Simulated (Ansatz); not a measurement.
# Phonons of VH2 (Fm-3m) against volume

Does VH2 (Fm-3m) expand much on heating, by its phonons?

Method: DFT PBEsol, scalar-relativistic, plane waves, PAW; PAW set soft_1, in Ansatz 0.2.0.

### 1. Set-up

The structure is cubic, space group Fm-3m (No. 225). Conventional cell: a = 4.164 Å, b = 4.164 Å, c = 4.164 Å, α = 90.00°, β = 90.00°, γ = 90.00°. V has 8 H at 1.80 Å nearest. Nearest to H lie 4 V at 1.80 Å. Farther neighbours, and contacts between anions beyond the nearest, are not listed.

### 2. The dispersion

Stability and thermal properties need the whole zone. Linear response on a 4×4×4 q mesh gives force constants as far as a supercell of that size would.

input.yaml reads:

```yaml
crystal:
  lattice:
    - [0.0, 2.0820471831, 2.0820471831]
    - [2.0820471831, 0.0, 2.0820471831]
    - [2.0820471831, 2.0820471831, 0.0]
  atoms:
    - { symbol: V, position: [0.0, 0.0, 0.0] }
    - { symbol: H, position: [0.25, 0.25, 0.25] }
    - { symbol: H, position: [0.75, 0.75, 0.75] }
kpoints:
  mp_grid: { grid: [20, 20, 20] }
hamiltonian:
  xc: pbesol
  pseudopotentials: { kind: paw, azcp: { folder: soft_1 }, xc_functional: pbe }
scf:
  occupations: { method: methfessel_paxton, width: 0.2 }
output:
  eigenvalues: true
phonons:
  method: dfpt
  qmesh: [4, 4, 4]
  temperatures: { t_max: 1000, t_step: 50 }
  qpath:
    path:
      - [[0.0, 0.0, 0.0], [0.5, 0.0, 0.5], [0.625, 0.25, 0.625]]
      - [[0.375, 0.375, 0.75], [0.0, 0.0, 0.0], [0.5, 0.5, 0.5], [0.5, 0.25, 0.75], [0.5, 0.0, 0.5]]
    npoints: 10
```

Started as:

```
$ ansatz run input.yaml --threads 4 --pin off --max-ram 10240MiB --backend cpu --events-out ev --progress --plain --runs-dir out
```

Log:

```text
Engine: ansatz 0.2.0, aarch64-unknown-linux-gnu
Pseudopotentials: kind: paw
Pseudopotential: V, paw, valence charge 13, recommended cutoff 420 eV (normal), soft_1/V.paw.azcp
Pseudopotential: H, paw, valence charge 1, recommended cutoff 420 eV (normal), soft_1/H.paw.azcp
Functional definition: PBEsol
  exchange = pbesol_x
  correlation = pbesol_c
Crystal: 3 atoms, lattice volume = 18.051 Å³
Basis set: ecut = 420 eV, 339 PW (Γ), exchange–correlation on 40×40×40 points (8 copies of the dense FFT grid, shifted against one another)
Bands: 12, of which v1, the nominal top of the filled ones, is band 8 counted from 1 (7 counted from 0)
Symmetry: 48 space group operations
k-points: 256 of 8000
Non-local potential: V, projectors of the file, l = 0: 3, l = 1: 2, l = 2: 3, l = 3: 1
Non-local potential: H, projectors of the file, l = 0: 2, l = 1: 1
PAW form: soft (Blöchl's): semilocal exchange-correlation on the pseudo side does not see the compensation charge
PAW frozen core: V, regenerated for the run's functional, and the local potential with it (the file was generated under x = pbe(κ = 0.804, μ = 0.219515), c = pbe(β = 0.066725))
PAW one-centre angular grid: V, 590 points (default); XC on 64 Gauss nodes
PAW one-centre angular grid: H, 110 points (default); XC on 64 Gauss nodes
Initial density: superposition of atomic densities (chi_scale 0.1, normalization cell, long waves kept (reshape's long-wave potential 0.00 eV rms))
Initial wavefunctions: pseudopotential atomic-orbital guess
Functional: x = pbesol(κ = 0.804, μ = 0.123457), c = pbesol(β = 0.046)
SCF iter   1: F=—  HF=-2918.093963 eV  |F-HF|=—  |Δ(HF+E_count)|=         —  Δρ=1.14e-1  dr2=2.10e0  ethr=3.10e-3  ⟨swp⟩=4.0  Hψ=14778  notcnv=0
preconditioner: auto → none  [metal: Δε(μ)=0.033 eV  Ē_g=9.054 eV  σ=0.200 eV  W_gap=0.14  n_scr=8 (ndim 8)  ℏωp=23.1 eV  f_vac=0.000  D(μ)=1.16/eV (n_scr^D=14)  sad-step TF]
SCF iter   2: F=—  HF=-2917.482851 eV  |F-HF|=—  |Δ(HF+E_count)|=   6.11e-1  S|Δr|=    0.00e0  Δρ=3.90e-2  dr2=1.97e-1  ethr=3.10e-3  ⟨swp⟩=2.4  Hψ=7962  notcnv=0  defer=24
SCF iter   3: F=—  HF=-2917.442262 eV  |F-HF|=—  |Δ(HF+E_count)|=   4.06e-2  S|Δr|=    0.00e0  Δρ=1.21e-2  dr2=2.07e-2  ethr=1.31e-3  ⟨swp⟩=2.2  Hψ=5481  notcnv=0  defer=24
SCF iter   4: F=—  HF=-2917.446549 eV  |F-HF|=—  |Δ(HF+E_count)|=   4.29e-3  S|Δr|=    0.00e0  Δρ=1.66e-3  dr2=2.75e-4  ethr=1.38e-4  ⟨swp⟩=2.1  Hψ=5743  notcnv=0  defer=20
SCF iter   5: F=—  HF=-2917.447057 eV  |F-HF|=—  |Δ(HF+E_count)|=   5.08e-4  S|Δr|=    0.00e0  Δρ=2.04e-4  dr2=7.23e-6  ethr=1.84e-6  ⟨swp⟩=2.0  Hψ=4442  notcnv=0  defer=19
SCF iter   6: F=—  HF=-2917.447055 eV  |F-HF|=—  |Δ(HF+E_count)|=   1.93e-6  S|Δr|=    0.00e0  Δρ=1.39e-5  dr2=3.57e-8  ethr=4.82e-8  ⟨swp⟩=2.4  Hψ=4334  notcnv=0  defer=19
SCF iter   7: F=—  HF=-2917.447056 eV  |F-HF|=—  |Δ(HF+E_count)|=   2.31e-7  S|Δr|=    0.00e0  Δρ=5.63e-7  dr2=3.25e-11  ethr=2.38e-10  ⟨swp⟩=2.5  Hψ=4503  notcnv=0  defer=19
SCF iter   8: F=-2917.447056 eV  HF=-2917.447056 eV  |F-HF|=1.82e-12  |Δ(HF+E_count)|=  1.41e-11  S|Δr|=    0.00e0  Δρ=4.28e-8  dr2=7.27e-14  ethr=1.00e-12  ⟨swp⟩=5.3  Hψ=11315  notcnv=0
SCF 1 converged in 8 iterations: F = -2917.447056 eV  dr2 = 7.27e-14
  greatest PAW one-centre occupation: 1.000 electrons in one spin orbital (limit 2), on the V atom at site 0 (counted from 0), in its partial waves of l = 0
phonons: the bands overlap, so this run is a metal and interpolates without the dipole-dipole term. If the crystal is really an insulator or semiconductor, its LO-TO splitting is missing
NSCF: frozen V_eff on 256 k-points
NSCF: frozen V_eff on 641 k-points
DFPT response loops at q = (0, 0, 0) (fractional): preconditioner auto → Kerker (q_TF=auto, 2.645 Å⁻¹) (partly filled bands, converged f_vac=0.000); β = 1.00, the filter's whole step (`scf.mixing.beta` (0.50) is not read by the response loops under this deck's `scf.mixing.preconditioner`; to damp them name `kerker` or `kerker_dos`, under which they read `scf.mixing.beta`, and type it under 1.00, their step now; both keys bind the ground state too); Broyden in place of MSR1
NSCF: frozen V_eff on 8400 k-points
DFPT response loops at q = (0, 0, 0.25) (fractional): mixed as the last ones told, above
NSCF: frozen V_eff on 4224 k-points
DFPT response loops at q = (0, 0, -0.5) (fractional): mixed as the last ones told, above
NSCF: frozen V_eff on 4420 k-points
DFPT response loops at q = (0, 0.25, 0.25) (fractional): mixed as the last ones told, above
NSCF: frozen V_eff on 16000 k-points
DFPT response loops at q = (0, 0.25, -0.5) (fractional): mixed as the last ones told, above
NSCF: frozen V_eff on 8400 k-points
DFPT response loops at q = (0, 0.25, -0.25) (fractional): mixed as the last ones told, above
NSCF: frozen V_eff on 2332 k-points
DFPT response loops at q = (0, -0.5, -0.5) (fractional): mixed as the last ones told, above
NSCF: frozen V_eff on 4420 k-points
DFPT response loops at q = (0.25, -0.5, -0.25) (fractional): mixed as the last ones told, above
SCF converged after 8 iterations
Stability not checked: this state was not tested for a lower state beside it, because cold or Methfessel-Paxton smearing, or corrected tetrahedra, fill the levels in a way that the test cannot read (fill_not_monotonic; see scf.lower_state_search)
Free energy (F): -2917.447056 eV
Harris-Foulkes:  -2917.447056 eV  (|F-HF|=1.82e-12)
Internal energy: -2917.448422 eV  (E = F + TS)
E sigma→0 (E₀):  -2917.447397 eV
Entropy (-TS):   0.001366 eV (0.455 meV/atom)
Fermi energy:    14.179574 eV
--- Per-component energies (eV) ---
  E_band       = -176.193857
  E_kinetic    = 326.542893
  E_local      = -1123.725149  (includes V_loc(G=0)·N_el)
  E_nonlocal   = 85.160603
  E_hartree    = 461.019762
  E_xc         = -133.619464
  E_vxc        = -170.473396  (∫ρ·V_xc dr)
  E_paw        = -1101.530485  (= ΣΔE_a)
  E_vpaw       = -215.737163  (= ΣTr[D̂ρ^β])
  E_aug_tail   = -0.001174  (compensation charges beyond the density's cutoff)
  E_ewald      = -1431.445085
  E_core_change = 0.149679  (= ΣΔE_core)
  E_smearing   = 0.001366  (= −TS)
  E_closure    = -0.000000  (closes the sum)
  Σ components = -2917.447056   (vs F -2917.447056, Δ=0.00e0)
--- Band table (eV; the first three rows and the last of 256) ---
  k-point 0: bands = [... 4 lower, 2.3994, 13.1329, 13.1329, 13.1329, 15.0007, 15.0007, 15.5286, 30.5670]
  k-point 1: bands = [... 4 lower, 2.4698, 12.7682, 13.1609, 13.1609, 14.9840, 14.9840, 15.9358, 29.6650]
  k-point 2: bands = [... 4 lower, 2.6776, 12.0429, 13.2379, 13.2379, 14.9426, 14.9426, 16.7780, 28.2941]
  k-point 255: bands = [... 4 lower, 7.9341, 7.9341, 11.3031, 14.5358, 15.9487, 17.9112, 17.9112, 20.9193]
--- Phonons (Γ-DFPT): 2 representative perturbations + reference (Σ response iterations 7) ---
  ASR residual: 1.810e-5 → 0.000e0 eV/Å²; symmetrization residual: 3.290e-9 eV/Å²
  ASR residual per site (eV/Å²): 1.81e-5 3.70e-6 3.70e-6
  Γ frequencies (cm⁻¹): 0.00 0.00 0.00 1205.46 1205.46 1205.46 1382.49 1382.49 1382.49
--- Phonons (arbitrary-q DFPT): 8 irreducible q on the 4×4×4 mesh ---
  q = [0.0000, 0.0000, 0.0000] (star 1, of the zone-centre solve; hermiticity 6.35e-10, symmetrization 2.66e-13): -0.00 -0.00 0.00 1205.46 1205.46 1205.46 1382.49 1382.49 1382.49
  q = [0.0000, 0.0000, 0.2500] (star 8, 2 solved perturbations on 4200 of 8000 k-point pairs; hermiticity 3.30e-8, symmetrization 1.47e-8): 134.25 134.25 226.90 1237.32 1237.32 1290.18 1386.00 1401.43 1401.43
  q = [0.0000, 0.0000, -0.5000] (star 4, 2 solved perturbations on 2112 of 8000 k-point pairs; hermiticity 4.80e-6, symmetrization 1.81e-6): 196.30 196.30 262.32 1268.44 1268.44 1353.32 1360.19 1388.11 1388.11
  q = [0.0000, 0.2500, 0.2500] (star 6, 4 solved perturbations in 6840 linear systems a pass and spin channel, the states on 2210 of 8000 k-point pairs; hermiticity 1.85e-7, symmetrization 9.26e-8): 159.81 159.81 249.12 1242.01 1242.01 1322.21 1361.55 1418.69 1418.69
  q = [0.0000, 0.2500, -0.5000] (star 24, 4 solved perturbations in 24400 linear systems a pass and spin channel, the states on 8000 of 8000 k-point pairs; hermiticity 1.04e-6, symmetrization 4.64e-7): 215.07 222.94 274.53 1268.57 1299.46 1306.12 1393.37 1402.10 1423.60
  q = [0.0000, 0.2500, -0.2500] (star 12, 4 solved perturbations in 12820 linear systems a pass and spin channel, the states on 4200 of 8000 k-point pairs; hermiticity 2.43e-6, symmetrization 1.15e-6): 190.17 202.22 269.61 1244.67 1315.53 1334.10 1371.20 1386.51 1414.50
  q = [0.0000, -0.5000, -0.5000] (star 3, 4 solved perturbations in 3614 linear systems a pass and spin channel, the states on 1166 of 8000 k-point pairs; hermiticity 3.72e-8, symmetrization 1.87e-8): 230.18 230.18 301.03 1235.46 1318.83 1318.83 1395.11 1395.11 1447.25
  q = [0.2500, -0.5000, -0.2500] (star 6, 4 solved perturbations in 6652 linear systems a pass and spin channel, the states on 2210 of 8000 k-point pairs; hermiticity 2.38e-6, symmetrization 1.19e-6): 216.52 264.52 264.52 1272.75 1281.66 1357.18 1357.18 1404.07 1460.13
  sum rule: each row above includes the acoustic sum rule's correction from the zone centre's row sums; it moved no ω² by more than (1.00 cm⁻¹)²
  mesh force constants: q→R imaginary residual 2.22e-18; ASR residual 1.810e-5 → 0.000e0 eV/Å²; symmetrization residual 8.882e-15 eV/Å²
  interpolated dispersion: 62 rows × 9 modes
  density of states and harmonic sums: on the 28×28×28 q-mesh, interpolated from the force constants of a 4×4×4 supercell (no non-analytic term)
  largest difference from the sums on the solved wave vectors: F 1.05e-2 eV, S 1.45e-5 and C_V 4.03e-6 eV/K
  zero-point energy: 0.540130 eV/cell   skipped modes (ω ≤ 0): 3   left out of the sums: 1.52e-5 of the cell's modes: C_V's classical limit lies that fraction below 3 k_B per atom; for a crystal, a wire or a layer, F and S can be off by more, and a phonons.interpolated_qmesh denser along its periods is the remedy for the sampling
```

Wall time 6.9 min (4 threads of Arm Neoverse V1, shared host); peak memory 4.5 GiB.

This run has no spin polarisation, although V can carry a moment.

This step gave:

| Property | Result |
| --- | --- |
| volume per atom | 6.017 Å³ |
| gap on the k-mesh | 0 eV |
| sum-rule residual before enforcement | 1.81e-5 eV/Å² |
| lowest frequency on the path | 0 cm⁻¹ |
| point group | m-3m |
| highest frequency on path, mesh or solved points | 1460 cm⁻¹ |
| mean frequency | 968.1 cm⁻¹ |
| Debye temperature (second moment) | 2053 K |
| logarithmic mean frequency | 725.2 cm⁻¹ |
| highest optical mode at the zone centre (no LO-TO term) | 1382 cm⁻¹ |
| lowest optical zone-centre mode | 1205 cm⁻¹ |
| lowest mode on the q mesh (acoustic modes at Γ apart) | 134.2 cm⁻¹ |
| zero-point energy per atom | 180.0 meV |
| heat capacity at 300 K | 8.695 J/(mol atoms K) |
| vibrational entropy at 300 K | 8.77 J/(mol atoms K) |
| edges of the widest gap between branches, on path and mesh | 301, 1206 cm⁻¹ |

Frequencies (cm⁻¹) solved at each irreducible wavevector; negative means imaginary. Frequencies by wavevector, by row:

```
q in reciprocal lattice units  star  mode 1  mode 2  mode 3  mode 4  mode 5  mode 6  mode 7  mode 8  mode 9
                        0 0 0     1       0       0       0    1206    1206    1206    1382    1382    1382
                     0 0 0.25     8   134.2   134.2   226.9    1237    1237    1290    1386    1401    1401
                     0 0 -0.5     4   196.3   196.3   262.3    1268    1268    1353    1360    1388    1388
                  0 0.25 0.25     6   159.8   159.8   249.1    1242    1242    1322    1362    1419    1419
                  0 0.25 -0.5    24   215.1   222.9   274.5    1269    1300    1306    1393    1402    1424
                 0 0.25 -0.25    12   190.2   202.2   269.6    1245    1316    1334    1371    1386    1414
                  0 -0.5 -0.5     3   230.2   230.2     301    1236    1319    1319    1395    1395    1447
              0.25 -0.5 -0.25     6   216.5   264.5   264.5    1273    1282    1357    1357    1404    1460
```

Symmetry leaves 8 wavevectors to solve. The lowest mode among them, the acoustic zeros apart, lies at q = (0, 0, 0.25) and is real, 134 cm⁻¹.

### 3. Relaxing at another volume, volume ratio 0.97

The volume is scaled by 0.97 and held; symmetry leaves nothing to relax, so this is a single point. The modes can then be followed against volume.

input.yaml, the sections that differ from step 2:

```yaml
crystal:
  lattice:
    - [0.0, 2.0610149656, 2.0610149656]
    - [2.0610149656, 0.0, 2.0610149656]
    - [2.0610149656, 2.0610149656, 0.0]
  atoms:
    - { symbol: V, position: [0.0, 0.0, 0.0] }
    - { symbol: H, position: [0.25, 0.25, 0.25] }
    - { symbol: H, position: [0.75, 0.75, 0.75] }
output:
  forces: true
  stress: true
  eigenvalues: true
# kpoints, hamiltonian, scf: as in step 2
# phonons: removed
```

Log:

```text
[...]
Crystal: 3 atoms, lattice volume = 17.509 Å³
Basis set: ecut = 420 eV, 331 PW (Γ), exchange–correlation on 40×40×40 points (8 copies of the dense FFT grid, shifted against one another)
Bands: 12, of which v1, the nominal top of the filled ones, is band 8 counted from 1 (7 counted from 0)
Symmetry: 48 space group operations
[...]
k-points: 256 of 8000
[...]
--- Band table (eV; the first three rows and the last of 256) ---
  k-point 0: bands = [... 4 lower, 2.7295, 13.6117, 13.6117, 13.6117, 15.5569, 15.5569, 16.0850, 31.3665]
  k-point 1: bands = [... 4 lower, 2.8020, 13.2382, 13.6408, 13.6408, 15.5392, 15.5392, 16.5039, 30.4290]
  k-point 2: bands = [... 4 lower, 3.0157, 12.4953, 13.7209, 13.7209, 15.4955, 15.4955, 17.3720, 29.0302]
  k-point 255: bands = [... 4 lower, 8.3394, 8.3394, 11.7091, 15.0722, 16.5509, 18.5922, 18.5922, 21.6995]
[key lines of the parts left out:]
SCF converged after 7 iterations
Free energy (F): -2917.436935 eV
Fermi energy:    14.699258 eV
P = ⅓ Tr σ = 6.1432 GPa (61.432 kbar)
```

Elapsed: 1.3 s, on 4 threads; peak memory 0.34 GiB; 4.4 s of CPU time.

Numbers from this step:

- pressure: 6.143 GPa
- volume per atom: 5.836 Å³

The run ends at a pressure of 6.14 GPa.

### 4. Phonons at the other volume, volume ratio 0.97

The phonons are repeated at this volume on the same meshes, so that differences come from the volume alone.

input.yaml: that of step 3 with these lines changed.

```diff
@@ -17,4 +17,11 @@
 output:
-  forces: true
-  stress: true
   eigenvalues: true
+phonons:
+  method: dfpt
+  qmesh: [4, 4, 4]
+  temperatures: { t_max: 1000, t_step: 50 }
+  qpath:
+    path:
+      - [[0.0, 0.0, 0.0], [0.5, 0.0, 0.5], [0.625, 0.25, 0.625]]
+      - [[0.375, 0.375, 0.75], [0.0, 0.0, 0.0], [0.5, 0.5, 0.5], [0.5, 0.25, 0.75], [0.5, 0.0, 0.5]]
+    npoints: 10
```

Log:

```text
[...]
Crystal: 3 atoms, lattice volume = 17.509 Å³
Basis set: ecut = 420 eV, 331 PW (Γ), exchange–correlation on 40×40×40 points (8 copies of the dense FFT grid, shifted against one another)
Bands: 12, of which v1, the nominal top of the filled ones, is band 8 counted from 1 (7 counted from 0)
Symmetry: 48 space group operations
k-points: 256 of 8000
[...]
SCF iter   1: F=—  HF=-2918.094187 eV  |F-HF|=—  |Δ(HF+E_count)|=         —  Δρ=1.17e-1  dr2=2.12e0  ethr=3.10e-3  ⟨swp⟩=4.0  Hψ=14821  notcnv=0
[...]
SCF iter   8: F=-2917.436935 eV  HF=-2917.436935 eV  |F-HF|=0.00e0  |Δ(HF+E_count)|=  1.09e-11  S|Δr|=    0.00e0  Δρ=4.95e-8  dr2=1.32e-13  ethr=1.00e-12  ⟨swp⟩=5.3  Hψ=11094  notcnv=0
SCF 1 converged in 8 iterations: F = -2917.436935 eV  dr2 = 1.32e-13
[...]
NSCF: frozen V_eff on 256 k-points
[...]
SCF converged after 8 iterations
[...]
Free energy (F): -2917.436935 eV
[...]
Internal energy: -2917.438228 eV  (E = F + TS)
E sigma→0 (E₀):  -2917.437258 eV
Entropy (-TS):   0.001294 eV (0.431 meV/atom)
Fermi energy:    14.699253 eV
[...]
--- Band table (eV; the first three rows and the last of 256) ---
  k-point 0: bands = [... 4 lower, 2.7295, 13.6117, 13.6117, 13.6117, 15.5569, 15.5569, 16.0850, 31.3665]
  k-point 1: bands = [... 4 lower, 2.8020, 13.2382, 13.6408, 13.6408, 15.5392, 15.5392, 16.5039, 30.4290]
  k-point 2: bands = [... 4 lower, 3.0157, 12.4953, 13.7209, 13.7209, 15.4955, 15.4955, 17.3720, 29.0302]
  k-point 255: bands = [... 4 lower, 8.3394, 8.3394, 11.7091, 15.0722, 16.5509, 18.5922, 18.5922, 21.6995]
[...]
ASR residual: 1.387e-5 → 0.000e0 eV/Å²; symmetrization residual: 4.497e-9 eV/Å²
  ASR residual per site (eV/Å²): 1.39e-5 2.88e-6 2.88e-6
  Γ frequencies (cm⁻¹): 0.00 0.00 0.00 1255.89 1255.89 1255.89 1427.75 1427.75 1427.75
--- Phonons (arbitrary-q DFPT): 8 irreducible q on the 4×4×4 mesh ---
[...]
interpolated dispersion: 62 rows × 9 modes
[...]
```

Wall time 6.6 min (4 threads); peak memory 4.4 GiB; 25 min of CPU time.

Read from the output:

```yaml
sum_rule_residual_before_enforcement: 1.39e-5 eV/Å²
highest_frequency_on_path_mesh_or_solved_points: 1506 cm⁻¹
mean_frequency: 1002 cm⁻¹
debye_temperature_second_moment: 2126 K
logarithmic_mean_frequency: 750.4 cm⁻¹
highest_optical_mode_at_the_zone_centre_no_lo_to_term: 1428 cm⁻¹
lowest_optical_zone_centre_mode: 1256 cm⁻¹
lowest_mode_on_the_q_mesh_acoustic_modes_at_gamma_apart: 136.2 cm⁻¹
zero_point_energy_per_atom: 186.4 meV
heat_capacity_at_300_k: 8.476 J/(mol atoms K)
vibrational_entropy_at_300_k: 8.492 J/(mol atoms K)
edges_of_the_widest_gap_between_branches_on_path_and_mesh: 318.2, 1256 cm⁻¹
```

Frequencies (cm⁻¹) solved at each irreducible wavevector; negative means imaginary. Frequencies by wavevector, by row:

```
q in reciprocal lattice units  star  mode 1  mode 2  mode 3  mode 4  mode 5  mode 6  mode 7  mode 8  mode 9
                        0 0 0     1       0       0       0    1256    1256    1256    1428    1428    1428
                     0 0 0.25     8   136.2   136.2   237.3    1287    1287    1339    1432    1448    1448
                     0 0 -0.5     4   200.1   200.1   279.1    1317    1317    1401    1408    1435    1435
                  0 0.25 0.25     6   163.7   163.7   260.2    1292    1292    1369    1410    1465    1465
                  0 0.25 -0.5    24   220.2   229.6   288.9    1318    1348    1354    1440    1449    1470
                 0 0.25 -0.25    12   192.7   209.5   282.5    1295    1364    1381    1418    1434    1461
                  0 -0.5 -0.5     3     237     237   318.2    1285    1368    1368    1442    1442    1494
              0.25 -0.5 -0.25     6   220.6   276.5   276.5    1321    1332    1405    1405    1452    1506
```

The highest optical mode at the zone centre (no LO-TO term) is 1427.8 cm⁻¹, +45.3 cm⁻¹ against the base run.

[end of part 1 of 2]

[Long decimals in the printed logs are rounded to 6 places.]

[Logs are printed without paths, hosts, clocks, repeated set-up lines and the standing remarks that a program may print on its own settings, such as how far it seeks lower states.]

[Hosts, paths, dates, database ids (printed as entryN), source tags and the programs' standing remarks are cut or masked in the printed files.]

[Where the starting crystal was built by hand or by swapping elements, it need not be the compound's stable phase.]
